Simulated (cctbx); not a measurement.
# What resolution and counting buy: Ba5CaGa5

Space group P-6m2 (no. 187), a = 6.0480 Å, b = 6.0480 Å, c = 10.9660 Å, α = 90.00°, β = 90.00°, γ = 120.00°.

```
atom  mult.       x       y       z  Ueq (Å²)
 Ba1      1       0       0       0    0.0114
 Ba2      2     2/3     1/3  0.6699    0.0088
 Ba3      2     1/3     2/3  0.7942    0.0169
 Ga1      3  0.6431  0.8216     1/2    0.0206
 Ga2      2       0       0  0.3283    0.0200
 Ca1      1     2/3     1/3       0    0.0185
```

The model was made for the exercise: a known structure type with other elements put in, its volume estimated, not relaxed; displacement parameters are assumed.

Five simulated data sets (cctbx; Ag Kα, λ = 0.56087 Å; 3 % proportional error) differ in resolution or exposure (noise floor 8 counts in the first three, 8 in the last two). Each is refined with the right model, isotropic at 1.1 Å and anisotropic otherwise. How do the figures of merit and the uncertainties move?

```
d min (Å)  top counts  ⟨I/σ⟩ (unmerged, absences included)  unique  param. (scale apart)   Rint      R1  GooF  largest s.u. xyz (fractional)  s.u. U of Ca1 (Å²)  largest error (Å)
      1.1       70000                                 26.5     140                    10  0.020  0.0095  1.22                        0.00022              0.0009             0.0008
     0.84       70000                                 24.4     282                    17  0.022  0.0075  0.84                        0.00010              0.0005             0.0004
      0.6       70000                                 20.6     706                    17  0.025  0.0087  0.93                        0.00007              0.0002             0.0001
     0.75         300                                  1.6     373                    17  0.330  0.0897  0.96                        0.00243              0.0097             0.0083
     0.75        3000                                  7.6     373                    17  0.062  0.0265  0.95                        0.00043              0.0019             0.0016
```

The number of reflections grows roughly as 1/d³: 140, 282 and 706 here. R1 follows the noise rather than the truth: at 300 counts it is 0.0897, at 3000 counts 0.0265, while GooF is 0.96 and 0.95: the weights 1/σ² carry the noise. The s.u. of U (U11 where anisotropic) for Ca1 goes 0.0009, 0.0005, 0.0002 Å² with resolution and 0.0097, 0.0019 Å² with exposure.

The 1.1 Å row also differs in its displacement model, so it isn't a clean test of resolution.

Hardware for the 0.6 Å refinement: 1.8 s on 1 thread of AMD EPYC 7R43 64-Core Processor (Zen 3), with other jobs on the host, peak memory 0.09 GiB.

[Logs are printed without paths, hosts, clocks, repeated set-up lines and the standing remarks that a program may print on its own settings, such as how far it seeks lower states.]
